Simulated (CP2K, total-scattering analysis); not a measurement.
# Isotope substitution on H in water and methanol

Two samples of water and methanol (16 H2O and 8 methanol; C 8.3, O 25.0, H 66.7 atom %; 310 K, fixed volume; ρ₀ = 0.0955 Å⁻³) differ only in the isotope of H: D (b = 6.6681 fm) and H (b = -3.7395 fm). Other lengths: C 6.6472, O 5.8037 fm. The data are simulated by ab initio molecular dynamics with CP2K (revPBE-D3(BJ), Gaussian and plane waves, DZVP-MOLOPT-SR basis, GTH potentials, 400 Ry, CSVR thermostat, no spin, fixed volume, H with the mass of D). The average runs over 0.54 ps of 96 atoms, so shells between rare elements are rough. Mean temperature 312 K, largest m.s.d. 2.43 Å², energy drift -2 meV an atom (last third less first, no steady trend); the first quarter of the run is discarded. Start: last frame of a classical run of this cell at the same density and temperature. So short a stretch relaxes bonds and nearest shells but still remembers its start. It is a liquid as far as so short a run tells. The partials come from the cell's reciprocal vectors below 4 Å⁻¹ and from g(r) above; absorption, incoherent and inelastic scattering are left out. F(Q) = Σ ci cj bi bj (Sij − 1), in barn per steradian and atom:

```tsv
Q (Å⁻¹)	2H	1H	difference
0.9	-0.282	-0.208	-0.074
1.2	-0.145	-0.194	0.049
1.5	0.004	-0.181	0.185
1.8	0.418	-0.145	0.564
2.1	0.179	-0.136	0.315
2.4	0.030	-0.086	0.115
2.7	-0.046	-0.028	-0.018
3.0	-0.047	0.034	-0.081
3.3	-0.056	0.019	-0.076
3.6	-0.042	0.012	-0.053
3.9	-0.063	0.012	-0.075
4.2	-0.056	0.024	-0.080
4.5	-0.064	0.048	-0.112
4.8	-0.083	0.071	-0.154
5.1	-0.085	0.087	-0.172
5.4	-0.068	0.081	-0.149
5.7	-0.046	0.048	-0.093
6.0	-0.024	0.005	-0.028
6.3	-0.001	-0.024	0.024
6.6	0.021	-0.036	0.057
6.9	0.040	-0.042	0.082
7.2	0.058	-0.045	0.103
7.5	0.067	-0.044	0.112
7.8	0.065	-0.038	0.103
8.1	0.055	-0.028	0.083
8.4	0.040	-0.017	0.057
8.7	0.026	-0.006	0.031
9.0	0.013	0.003	0.009
9.3	0.001	0.010	-0.009
9.6	-0.013	0.014	-0.026
9.9	-0.027	0.016	-0.043
10.2	-0.039	0.016	-0.055
10.5	-0.044	0.018	-0.061
10.8	-0.044	0.019	-0.063
```

The first difference in real space, ΔG(r), in barn (from the pair functions, so without the broadening of a finite Q range):

```csv
r (Å),first difference G(r)
0.50,-0.412
0.58,-0.412
0.66,-0.412
0.74,-0.412
0.82,-0.412
0.90,-0.328
0.98,5.255
1.06,1.523
1.14,0.920
1.22,-0.410
1.30,-0.412
1.38,-0.411
1.46,-0.351
1.54,-0.169
1.62,-0.189
1.70,-0.133
1.78,0.085
1.86,-0.048
1.94,-0.059
2.02,0.082
2.10,0.085
2.18,-0.065
2.26,-0.198
2.34,-0.181
2.42,-0.177
2.50,-0.185
2.58,-0.163
2.66,-0.165
2.74,-0.149
2.82,-0.120
2.90,-0.100
2.98,-0.063
3.06,-0.037
3.14,0.006
3.22,0.015
3.30,0.036
3.38,0.060
3.46,0.055
3.54,0.066
```

Q: What does the difference say of the neighbours of H?

Pairs without H cancel. ΔG(r) = Σ W [g(r) − 1] with W = 2 c(H) c(j) b(j) Δb, and c(H)² (b₁² − b₂²) for H–H: H–C 0.0769, H–O 0.2013, H–H 0.1355 barn. At small r, ΔG → −ΣW = -0.414; in this finite cell the H–H term carries (N − 1)/N with N = 64 atoms of H, which gives -0.412.

The first feature holds O–H (0.98 Å, 0.6 neighbours by the coordinates) and C–H (1.10 Å, 0.4 neighbours by the coordinates) together, so its area gives only their weighted sum.

Shells of H from the coordinates: O–H at 0.98 Å, 0.6 neighbours to 1.26 Å; C–H at 1.10 Å, 0.4 neighbours to 1.40 Å; H–H at 1.55 Å, 1.3 neighbours to 2.00 Å (first peaks with a usable minimum only). Counts average over all H, whatever molecule they sit on, and second peaks of a pair (H two bonds away, hydrogen bonds) add features between 1.5 and 2.5 Å that aren't listed. The structure is taken to be the same for both isotopes, which holds least well for H and D.

[Logs are printed without paths, hosts, clocks, repeated set-up lines and the standing remarks that a program may print on its own settings, such as how far it seeks lower states.]
